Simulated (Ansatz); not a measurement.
**Mo2CO2 monolayer: a soft mode frozen in**

Which phase does Mo2CO2 monolayer fall into along its unstable mode, and how much energy does it gain?

Calculated with Ansatz 0.2.0; DFT PBE, scalar-relativistic, plane waves, PAW; PAW set soft_1.

### 1. Starting point

The cell holds 5 atoms: 1 C, 2 Mo and 2 O. Its edges and angles: a = 3.093 Å, b = 3.093 Å, c = 32.600 Å, α = 90.0°, β = 90.0°, γ = 120.0°. Vacuum lies along c.

### 2. Response at finite wavevector

The cell comes from relaxations at this level that are not shown. Stability and thermal properties need the whole zone. Linear response on a 4×4×1 q mesh gives force constants as far as a supercell of that size would.

input.yaml

```yaml
crystal:
  lattice:
    - [3.0933938177, 0.0, 0.0]
    - [-1.5466969089, 2.67895763, 0.0]
    - [0.0, 0.0, 32.6]
  atoms:
    - { symbol: C, position: [0.0, 0.0, 0.3067484663] }
    - { symbol: Mo, position: [0.3333333333, 0.6666666667, 0.3409941963] }
    - { symbol: Mo, position: [0.6666666667, 0.3333333333, 0.2725027363] }
    - { symbol: O, position: [0.6666666667, 0.3333333333, 0.3752807339] }
    - { symbol: O, position: [0.3333333333, 0.6666666667, 0.2382161987] }
  periodic: [true, true, false]
kpoints:
  mp_grid: { grid: [20, 20, 1] }
hamiltonian:
  xc: pbe
  pseudopotentials: { kind: paw, azcp: { folder: soft_1 } }
scf:
  occupations: { method: methfessel_paxton, width: 0.2 }
output:
  eigenvalues: true
phonons:
  method: dfpt
  qmesh: [4, 4, 1]
  temperatures: { t_max: 1000, t_step: 50 }
  qpath:
    path:
      - [0.0, 0.0, 0.0]
      - [0.5, 0.0, 0.0]
      - [0.33333333, 0.33333333, 0.0]
      - [0.0, 0.0, 0.0]
    npoints: 10
```

Run with:

```bash
$ ansatz run input.yaml --threads 4 --pin off --max-ram 16384MiB --backend cpu --events-out ev --progress --plain --runs-dir out
```

Numbers of over 12 decimals in the logs are rounded to 6 here.

The log of the run:

```text
Warning: crystal.symmetry: narrowed to the stabiliser of the run's FFT grids — unitary ops 12 → 6. A phonons.method: dfpt run fills in the rows of the dynamical matrix that it does not solve by its symmetry operations, which is exact only for operations that map its FFT grids onto themselves: filled in by any other, the frequencies could depend on the order in which like atoms are typed, or, by more than the grids' own error, on where the crystal sits among the grids' points. Excluded: 6 operations. The run can therefore solve more perturbations, solve them on more k-points, or both, and cost more. [rest of the remark cut]
Engine: ansatz 0.2.0, aarch64-unknown-linux-gnu
Pseudopotentials: kind: paw
Pseudopotential: C, paw, valence charge 4, recommended cutoff 420 eV (normal), soft_1/C.paw.azcp
Pseudopotential: Mo, paw, valence charge 14, recommended cutoff 420 eV (normal), soft_1/Mo.paw.azcp
Pseudopotential: O, paw, valence charge 6, recommended cutoff 420 eV (normal), soft_1/O.paw.azcp
Functional definition: PBE
  parameter kappa = 0.804
  parameter beta = 0.066725
  exchange = pbe_x(kappa = kappa, mu = beta*pi^2/3)
  correlation = pbe_c(beta = beta)
Crystal: 5 atoms, lattice volume = 270.159 Å³
Basis set: ecut = 420 eV, 5257 PW (Γ), exchange–correlation on 48×48×450 points (8 copies of the dense FFT grid, shifted against one another)
Bands: 27, of which v1, the nominal top of the filled ones, is band 22 counted from 1 (21 counted from 0)
Symmetry: 12 space group operations
k-points: 44 of 400 (irreducible under 6 space group operations, time reversal used)
Non-local potential: C, projectors of the file, l = 0: 2, l = 1: 2, l = 2: 1
Non-local potential: Mo, projectors of the file, l = 0: 3, l = 1: 2, l = 2: 2, l = 3: 1
Non-local potential: O, projectors of the file, l = 0: 2, l = 1: 2, l = 2: 1
PAW form: soft (Blöchl's): semilocal exchange-correlation on the pseudo side does not see the compensation charge
PAW one-centre angular grid: C, 110 points (default); XC on 64 Gauss nodes
PAW one-centre angular grid: Mo, 590 points (default); XC on 64 Gauss nodes
PAW one-centre angular grid: O, 110 points (default); XC on 64 Gauss nodes
Initial density: superposition of atomic densities (neutral atoms: chi_scale 0, normalization atom)
Initial wavefunctions: pseudopotential atomic-orbital guess
Functional: x = pbe(κ = 0.804, μ = 0.219515), c = pbe(β = 0.066725)
SCF iter   1: F=—  HF=-11307.328360 eV  |F-HF|=—  |Δ(HF+E_count)|=         —  Δρ=1.07e-1  dr2=3.91e1  ethr=3.10e-3  ⟨swp⟩=11.8  Hψ=8913  notcnv=0
preconditioner: auto → LDOS  [metal: Δε(μ)=0.087 eV  Ē_g=10.948 eV  σ=0.200 eV  W_gap=0.35  n_scr=20 (ndim 8)  ℏωp=12.0 eV  f_vac=0.768  D(μ)=1.25/eV (n_scr^D=8)  β→1.0]
SCF iter   2: F=—  HF=-11312.629741 eV  |F-HF|=—  |Δ(HF+E_count)|=    5.30e0  S|Δr|=    0.00e0  Δρ=2.04e-1  dr2=1.48e2  ethr=3.10e-3  ⟨swp⟩=6.4  Hψ=5234  notcnv=0  defer=5  recentre
SCF iter   3: F=—  HF=-11298.684948 eV  |F-HF|=—  |Δ(HF+E_count)|=    1.39e1  S|Δr|=    0.00e0  Δρ=3.82e-2  dr2=5.79e0  ethr=3.10e-3  ⟨swp⟩=5.6  Hψ=4865  notcnv=0
SCF iter   4: F=—  HF=-11297.575154 eV  |F-HF|=—  |Δ(HF+E_count)|=    1.11e0  S|Δr|=    0.00e0  Δρ=1.27e-2  dr2=6.67e-1  ethr=3.10e-3  ⟨swp⟩=3.8  Hψ=3203  notcnv=0
SCF iter   5: F=—  HF=-11297.482860 eV  |F-HF|=—  |Δ(HF+E_count)|=   9.23e-2  S|Δr|=    0.00e0  Δρ=4.98e-3  dr2=1.37e-1  ethr=1.52e-3  ⟨swp⟩=2.3  Hψ=1873  notcnv=0
SCF iter   6: F=—  HF=-11297.464976 eV  |F-HF|=—  |Δ(HF+E_count)|=   1.79e-2  S|Δr|=    0.00e0  Δρ=1.53e-3  dr2=1.34e-2  ethr=3.11e-4  ⟨swp⟩=2.7  Hψ=2207  notcnv=0
SCF iter   7: F=—  HF=-11297.463986 eV  |F-HF|=—  |Δ(HF+E_count)|=   9.90e-4  S|Δr|=    0.00e0  Δρ=4.62e-4  dr2=1.17e-3  ethr=3.05e-5  ⟨swp⟩=3.4  Hψ=2821  notcnv=0
SCF iter   8: F=—  HF=-11297.463713 eV  |F-HF|=—  |Δ(HF+E_count)|=   2.73e-4  S|Δr|=    0.00e0  Δρ=1.60e-4  dr2=1.37e-4  ethr=2.66e-6  ⟨swp⟩=3.6  Hψ=2726  notcnv=0
SCF iter   9: F=—  HF=-11297.463707 eV  |F-HF|=—  |Δ(HF+E_count)|=   5.46e-6  S|Δr|=    0.00e0  Δρ=1.18e-4  dr2=6.84e-5  ethr=3.12e-7  ⟨swp⟩=3.0  Hψ=2574  notcnv=0
SCF iter  10: F=—  HF=-11297.463697 eV  |F-HF|=—  |Δ(HF+E_count)|=   1.00e-5  S|Δr|=    0.00e0  Δρ=1.44e-5  dr2=5.87e-7  ethr=1.55e-7  ⟨swp⟩=3.2  Hψ=2165  notcnv=0
SCF iter  11: F=—  HF=-11297.463694 eV  |F-HF|=—  |Δ(HF+E_count)|=   2.86e-6  S|Δr|=    0.00e0  Δρ=1.21e-5  dr2=3.75e-7  ethr=1.33e-9  ⟨swp⟩=4.3  Hψ=3619  notcnv=0
SCF iter  12: F=—  HF=-11297.463694 eV  |F-HF|=—  |Δ(HF+E_count)|=   7.07e-8  S|Δr|=    0.00e0  Δρ=5.13e-6  dr2=6.75e-8  ethr=8.53e-10  ⟨swp⟩=3.0  Hψ=2102  notcnv=0
SCF iter  13: F=—  HF=-11297.463694 eV  |F-HF|=—  |Δ(HF+E_count)|=   1.46e-8  S|Δr|=    0.00e0  Δρ=9.69e-7  dr2=2.44e-9  ethr=1.53e-10  ⟨swp⟩=3.7  Hψ=2958  notcnv=0
SCF iter  14: F=—  HF=-11297.463694 eV  |F-HF|=—  |Δ(HF+E_count)|=  5.02e-10  S|Δr|=    0.00e0  Δρ=3.10e-7  dr2=2.47e-10  ethr=5.55e-12  ⟨swp⟩=3.6  Hψ=2829  notcnv=0
SCF iter  15: F=—  HF=-11297.463694 eV  |F-HF|=—  |Δ(HF+E_count)|=  7.64e-11  S|Δr|=    0.00e0  Δρ=1.24e-7  dr2=1.83e-11  ethr=1.00e-12  ⟨swp⟩=3.8  Hψ=2825  notcnv=0
SCF iter  16: F=-11297.463694 eV  HF=-11297.463694 eV  |F-HF|=5.64e-11  |Δ(HF+E_count)|=  8.19e-11  S|Δr|=    0.00e0  Δρ=1.21e-8  dr2=2.47e-13  ethr=1.00e-12  ⟨swp⟩=15.2  Hψ=10370  notcnv=0
SCF 1 converged in 16 iterations: F = -11297.463694 eV  dr2 = 2.47e-13
  greatest PAW one-centre occupation: 0.999 electrons in one spin orbital (limit 2), on the Mo atom at site 2 (counted from 0), in its partial waves of l = 0
phonons: the bands overlap, so this run is a metal and interpolates without the dipole-dipole term. If the crystal is really an insulator or semiconductor, its LO-TO splitting is missing
NSCF: frozen V_eff on 44 k-points
NSCF: frozen V_eff on 111 k-points
DFPT response loops at q = (0, 0, 0) (fractional): preconditioner auto → none (partly filled bands, converged f_vac=0.778); β = 0.50; Broyden in place of MSR1
NSCF: frozen V_eff on 420 k-points
DFPT response loops at q = (0, 0.25, 0) (fractional): mixed as the last ones told, above
NSCF: frozen V_eff on 222 k-points
DFPT response loops at q = (0, -0.5, 0) (fractional): mixed as the last ones told, above
NSCF: frozen V_eff on 800 k-points
DFPT response loops at q = (0.25, 0.25, 0) (fractional): mixed as the last ones told, above
SCF converged after 16 iterations
Stability not checked: this state was not tested for a lower state beside it, because cold or Methfessel-Paxton smearing, or corrected tetrahedra, fill the levels in a way that the test cannot read (fill_not_monotonic; see scf.lower_state_search)
Free energy (F): -11297.463694 eV
Harris-Foulkes:  -11297.463694 eV  (|F-HF|=5.64e-11)
Internal energy: -11297.465212 eV  (E = F + TS)
E sigma→0 (E₀):  -11297.464074 eV
Entropy (-TS):   0.001518 eV (0.304 meV/atom)
Fermi energy:    -6.341152 eV
--- Per-component energies (eV) ---
  E_band       = -1162.767957
  E_kinetic    = 1265.568642
  E_local      = -137220.407414  (includes V_loc(G=0)·N_el)
  E_nonlocal   = 421.375917
  E_hartree    = 67729.918266
  E_xc         = -542.543400
  E_vxc        = -679.948878  (∫ρ·V_xc dr)
  E_paw        = -6845.871083  (= ΣΔE_a)
  E_vpaw       = -409.194370  (= ΣTr[D̂ρ^β])
  E_aug_tail   = 0.001640  (compensation charges beyond the density's cutoff)
  E_ewald      = 63894.492221
  E_smearing   = 0.001518  (= −TS)
  E_closure    = 0.000000  (closes the sum)
  Σ components = -11297.463694   (vs F -11297.463694, Δ=0.00e0)
--- Band table (eV; the first three rows and the last of 44) ---
  k-point 0: bands = [... 18 lower, -8.6391, -8.6391, -8.5582, -8.5582, -6.8898, -6.0142, -6.0142, -4.4440, ... 1 higher]
  k-point 1: bands = [... 18 lower, -9.0480, -8.6232, -8.2347, -8.1487, -6.8898, -5.9832, -5.9517, -4.4087, ... 1 higher]
  k-point 2: bands = [... 18 lower, -9.4509, -8.5586, -8.0995, -7.7487, -6.7919, -5.8733, -5.8190, -4.4632, ... 1 higher]
  k-point 43: bands = [... 18 lower, -10.4381, -10.1452, -7.0590, -6.7172, -6.7131, -4.8866, -4.8014, -4.2189, ... 1 higher]
--- Phonons (Γ-DFPT): 10 representative perturbations + reference (Σ response iterations 55) ---
  ASR residual: 2.966e-5 → 0.000e0 eV/Å²; symmetrization residual: 7.480e-6 eV/Å²
  The last average, over the group as it would stand without the narrowing to the FFT grids, took up to 1.018e-6 eV/Å² of the zone centre's force constants
  ASR residual per site (eV/Å²): 2.49e-5 2.97e-5 2.94e-5 4.60e-6 5.06e-6
  Γ frequencies (cm⁻¹): 0.00 0.00 0.00 149.60 149.60 267.35 300.79 300.79 329.78 329.78 515.88 529.28 622.33 732.28 732.28
--- Phonons (arbitrary-q DFPT): 4 irreducible q on the 4×4×1 mesh ---
  q = [0.0000, 0.0000, 0.0000] (star 1, of the zone-centre solve; hermiticity 5.58e-7, symmetrization 5.02e-11, taken by the last average 3.80e-8): 0.00 0.00 0.00 149.60 149.60 267.35 300.79 300.79 329.78 329.78 515.88 529.28 622.33 732.28 732.28
  q = [0.0000, 0.2500, 0.0000] (star 6, 15 solved perturbations on 210 of 400 k-point pairs; hermiticity 3.97e-7, symmetrization 1.60e-10, taken by the last average 6.03e-8): -60.71 35.39 86.69 121.91 141.66 226.62 310.89 314.87 337.92 373.59 489.73 500.98 627.72 733.64 734.35
  q = [0.0000, -0.5000, 0.0000] (star 3, 15 solved perturbations on 111 of 400 k-point pairs; hermiticity 6.80e-7, symmetrization 2.04e-10, taken by the last average 1.04e-7): -131.65 -97.39 61.31 119.66 139.44 244.70 314.30 326.23 369.86 385.72 474.75 480.70 626.70 722.88 729.72
  q = [0.2500, 0.2500, 0.0000] (star 6, 10 solved perturbations in 3050 linear systems a pass and spin channel, the states on 400 of 400 k-point pairs; hermiticity 3.66e-7, symmetrization 9.90e-11, taken by the last average 8.51e-8): -143.16 -89.85 82.90 125.42 162.40 251.65 303.49 350.73 365.45 370.76 470.51 474.75 614.13 728.36 742.43
  sum rule: each row above includes the acoustic sum rule's correction from the zone centre's row sums; it moved no ω² by more than (0.75 cm⁻¹)²
  mesh force constants: q→R imaginary residual 5.29e-18; ASR residual 2.966e-5 → 0.000e0 eV/Å²; symmetrization residual 1.421e-14 eV/Å²
  interpolated dispersion: 31 rows × 15 modes
  density of states and harmonic sums: on the 24×24×1 q-mesh, interpolated from the force constants of a 4×4×1 supercell (no non-analytic term)
  largest difference from the sums on the solved wave vectors: F 1.46e-2 eV, S 2.05e-5 and C_V 5.86e-6 eV/K
  zero-point energy: 0.311806 eV/cell   skipped modes (ω ≤ 0): 99, of them read as no rigid motion or as one in doubt: 96 (1.615e0 modes/cell left out, lowest -143.16 cm⁻¹)   left out of the sums: 1.08e-1 of the cell's modes: C_V's classical limit lies that fraction below 3 k_B per atom; for a crystal, a wire or a layer, F and S can be off by more, and a phonons.interpolated_qmesh denser along its periods is the remedy for the sampling
```

The job ended after 46 min (4 threads of Arm Neoverse V1, shared host; peak memory 5.5 GiB; 3 h of CPU time).

This run has no spin polarisation, although Mo can carry a moment.

Numbers from this step:

```
gap on the k-mesh                                       : 0 eV
sum-rule residual before enforcement                    : 2.97e-5 eV/Å²
lowest frequency on the path                            : -143.9 cm⁻¹
point group                                             : -3m
highest frequency on the path or at a solved wavevector : 742.4 cm⁻¹
area per atom                                           : 1.657 Å²
highest optical mode at the zone centre (no LO-TO term) : 732.3 cm⁻¹
lowest optical zone-centre mode                         : 149.6 cm⁻¹
lowest mode on the q mesh (acoustic modes at Γ apart)   : -143.2 cm⁻¹
```

Frequencies (cm⁻¹) solved at each irreducible wavevector; negative means imaginary. Frequencies by wavevector, by row:

| q in reciprocal lattice units | star | mode 1 | mode 2 | mode 3 | mode 4 | mode 13 | mode 14 | mode 15 |
| --- | --- | --- | --- | --- | --- | --- | --- | --- |
| 0 0 0 | 1 | 0 | 0 | 0 | 149.6 | 622.3 | 732.3 | 732.3 |
| 0 0.25 0 | 6 | -60.7 | 35.4 | 86.7 | 121.9 | 627.7 | 733.6 | 734.4 |
| 0 -0.5 0 | 3 | -131.7 | -97.4 | 61.3 | 119.7 | 626.7 | 722.9 | 729.7 |
| 0.25 0.25 0 | 6 | -143.2 | -89.8 | 82.9 | 125.4 | 614.1 | 728.4 | 742.4 |

Interpolated from a 4×4×1 q mesh. Phonon branches along the path, in cm⁻¹:

| point | branch 1 | branch 2 | branch 3 | branch 4 | branch 12 | branch 13 | branch 14 | branch 15 |
| --- | --- | --- | --- | --- | --- | --- | --- | --- |
| Γ | 0 | 0 | 0 | 150 | 529 | 622 | 732 | 732 |
| halfway | -61 | 35 | 87 | 122 | 501 | 628 | 734 | 734 |
| M | -132 | -97 | 61 | 120 | 481 | 627 | 723 | 730 |
| halfway | -133 | -108 | 75 | 131 | 472 | 615 | 728 | 737 |
| K | -115 | -68 | -68 | 159 | 466 | 603 | 737 | 737 |
| halfway | -110 | 58 | 76 | 120 | 492 | 626 | 731 | 739 |
| Γ | 0 | 0 | 0 | 150 | 529 | 622 | 732 | 732 |

Symmetry leaves 4 wavevectors to solve. The lowest mode among them, the acoustic zeros apart, lies at q = (0.25, 0.25, 0) and is imaginary, 143.2i cm⁻¹, so the energy falls along it.

### 3. The mode frozen in, largest atomic shift 0 Å

The mode followed lies at q = (0, -0.5, 0) with frequency 97.4i cm⁻¹, one of the unstable modes though not the softest. At small amplitude the distorted cell has space group no. 11 by a symmetry search on the positions. The undistorted cell that holds it gives the zero of energy on the same k mesh.

System of this step: Mo2CO2 monolayer. The cell holds 10 atoms: 2 C, 4 Mo and 4 O. Cell: a = 3.093 Å, b = 5.358 Å, c = 32.600 Å, α = 90.0°, β = 90.0°, γ = 90.0°. It derives from Mo2CO2. Vacuum lies along c.

input.yaml

```yaml
crystal:
  lattice:
    - [3.0933938177, 0.0, 0.0]
    - [0.0, 5.3579152601, 0.0]
    - [0.0, 0.0, 32.6]
  atoms:
    - { symbol: C, position: [0.0, 0.0, 0.3067484663] }
    - { symbol: C, position: [0.5, 0.5, 0.3067484663] }
    - { symbol: Mo, position: [0.0, 0.3333333333, 0.3409941963] }
    - { symbol: Mo, position: [0.5, 0.8333333333, 0.3409941963] }
    - { symbol: Mo, position: [0.5, 0.1666666667, 0.2725027363] }
    - { symbol: Mo, position: [1.0, 0.6666666667, 0.2725027363] }
    - { symbol: O, position: [0.5, 0.1666666667, 0.3752807339] }
    - { symbol: O, position: [1.0, 0.6666666667, 0.3752807339] }
    - { symbol: O, position: [0.0, 0.3333333333, 0.2382161987] }
    - { symbol: O, position: [0.5, 0.8333333333, 0.2382161987] }
  periodic: [true, true, false]
kpoints:
  mp_grid: { grid: [12, 8, 1] }
hamiltonian:
  xc: pbe
  pseudopotentials: { kind: paw, azcp: { folder: soft_1 } }
scf:
  occupations: { method: methfessel_paxton, width: 0.2 }
output:
  forces: true
  stress: true
  eigenvalues: true
```

The log of the run:

```text
[...]
Crystal: 10 atoms, lattice volume = 540.317 Å³
Basis set: ecut = 420 eV, 10567 PW (Γ), exchange–correlation on 48×72×450 points (8 copies of the dense FFT grid, shifted against one another)
Bands: 54, of which v1, the nominal top of the filled ones, is band 44 counted from 1 (43 counted from 0)
Symmetry: 8 space group operations
[...]
k-points: 35 of 96
[...]
k-point 0: bands = [... 40 lower, -8.5594, -8.5590, -8.5196, -6.8918, -6.0438, -6.0170, -6.0167, -6.0156, ... 6 higher]
  k-point 1: bands = [... 40 lower, -8.5302, -8.1810, -8.0443, -6.8824, -6.1426, -5.9672, -5.9625, -5.9241, ... 6 higher]
  k-point 2: bands = [... 40 lower, -8.5160, -8.0952, -7.5812, -6.6839, -6.3926, -5.8395, -5.7822, -5.7535, ... 6 higher]
  k-point 34: bands = [... 40 lower, -8.5199, -8.5199, -6.0436, -6.0436, -6.0156, -6.0156, -5.1325, -5.1325, ... 6 higher]
[key lines of the parts left out:]
SCF converged after 12 iterations
Free energy (F): -22594.928366 eV
Fermi energy:    -6.343878 eV
P = ½ c Tr σ = -0.0260 N/m
```

Wall time 32 s (4 threads); peak memory 1.5 GiB; 2.1 min of CPU time.

Numbers from this step:

```
energy from the undistorted cell : 0 meV/atom
```

### 4. The mode frozen in, largest atomic shift 0.08 Å

The atoms are moved along the unstable eigenvector, the largest shift by 0.08 Å, with the cell fixed.

input.yaml, the sections that differ from step 3:

```yaml
crystal:
  lattice:
    - [3.0933938177, 0.0, 0.0]
    - [0.0, 5.3579152601, 0.0]
    - [0.0, 0.0, 32.6]
  atoms:
    - { symbol: C, position: [0.0, -0.0038688807, 0.3043782904] }
    - { symbol: C, position: [0.5, 0.5038688807, 0.3091186422] }
    - { symbol: Mo, position: [0.0, 0.3210707078, 0.3409248653] }
    - { symbol: Mo, position: [0.5, 0.8455959588, 0.3410635274] }
    - { symbol: Mo, position: [0.5, 0.1789292922, 0.2725720673] }
    - { symbol: Mo, position: [1.0, 0.6544040412, 0.2724334052] }
    - { symbol: O, position: [0.5, 0.1638369984, 0.3768846211] }
    - { symbol: O, position: [1.0, 0.669496335, 0.3736768468] }
    - { symbol: O, position: [0.0, 0.3361630016, 0.2366123115] }
    - { symbol: O, position: [0.5, 0.830503665, 0.2398200858] }
  periodic: [true, true, false]
# kpoints, hamiltonian, scf, output: as in step 3
```

The log of the run:

```text
[...]
Crystal: 10 atoms, lattice volume = 540.317 Å³
Basis set: ecut = 420 eV, 10567 PW (Γ), exchange–correlation on 48×72×450 points (8 copies of the dense FFT grid, shifted against one another)
Bands: 54, of which v1, the nominal top of the filled ones, is band 44 counted from 1 (43 counted from 0)
Symmetry: 4 space group operations
[...]
k-points: 35 of 96
[...]
k-point 0: bands = [... 40 lower, -8.5746, -8.5718, -8.3184, -6.9546, -6.0526, -6.0206, -6.0186, -5.9898, ... 6 higher]
  k-point 1: bands = [... 40 lower, -8.3507, -8.1336, -8.0746, -6.9484, -6.1676, -6.0328, -5.9618, -5.8611, ... 6 higher]
  k-point 2: bands = [... 40 lower, -8.4240, -8.0047, -7.6332, -6.7643, -6.4281, -5.9615, -5.7974, -5.7104, ... 6 higher]
  k-point 34: bands = [... 40 lower, -8.4382, -8.4382, -6.0545, -6.0545, -6.0292, -6.0292, -5.1143, -5.1143, ... 6 higher]
[key lines of the parts left out:]
SCF converged after 12 iterations
Free energy (F): -22594.946680 eV
Fermi energy:    -6.399385 eV
P = ½ c Tr σ = -0.4712 N/m
```

Wall time 33 s (4 threads); peak memory 1.5 GiB; 2.2 min of CPU time.

Numbers from this step:

| Item | Value |
| --- | --- |
| energy from the undistorted cell | -1.793 meV/atom |

The energy, extrapolated to zero smearing, is -1.79 meV/atom against the undistorted cell.

### 5. Energy along the mode, all amplitudes (two of the runs are shown above)

An imaginary frequency means negative curvature, so the energy should fall and then rise again as anharmonic terms take over.

This step gave:

```
depth at the lowest point sampled  : 1.793 meV/atom
largest atomic shift at that point : 0.08 Å
```

Table of energy from the parent by largest atomic shift:

| largest atomic shift (Å) | energy from the parent (meV/atom) |
| --- | --- |
| 0.0000 | 0 |
| 0.0400 | -0.747 |
| 0.0800 | -1.79 |
| 0.1400 | 2.71 |
| 0.2200 | 37.3 |

Displacement at unit largest shift by atom:

| atom | x (Å) | y (Å) | z (Å) | size |
| --- | --- | --- | --- | --- |
| C1 | 0.00 | -0.26 | -0.97 | 1.00 |
| C2 | 0.00 | 0.26 | 0.97 | 1.00 |
| Mo3 | 0.00 | -0.82 | -0.03 | 0.82 |
| Mo4 | 0.00 | 0.82 | 0.03 | 0.82 |
| Mo5 | 0.00 | 0.82 | 0.03 | 0.82 |
| Mo6 | 0.00 | -0.82 | -0.03 | 0.82 |
| O7 | 0.00 | -0.19 | 0.65 | 0.68 |
| O8 | 0.00 | 0.19 | -0.65 | 0.68 |
| O9 | 0.00 | 0.19 | -0.65 | 0.68 |
| O10 | 0.00 | -0.19 | 0.65 | 0.68 |

The lowest of the steps tried is at 0.08 Å, 1.79 meV/atom below the parent; the bottom of the well need not coincide with a step.

[end of part 1 of 3]

[Logs are printed without paths, hosts, clocks, repeated set-up lines and the standing remarks that a program may print on its own settings, such as how far it seeks lower states.]

[Hosts, paths, dates, database ids (printed as entryN), source tags and the programs' standing remarks are cut or masked in the printed files.]
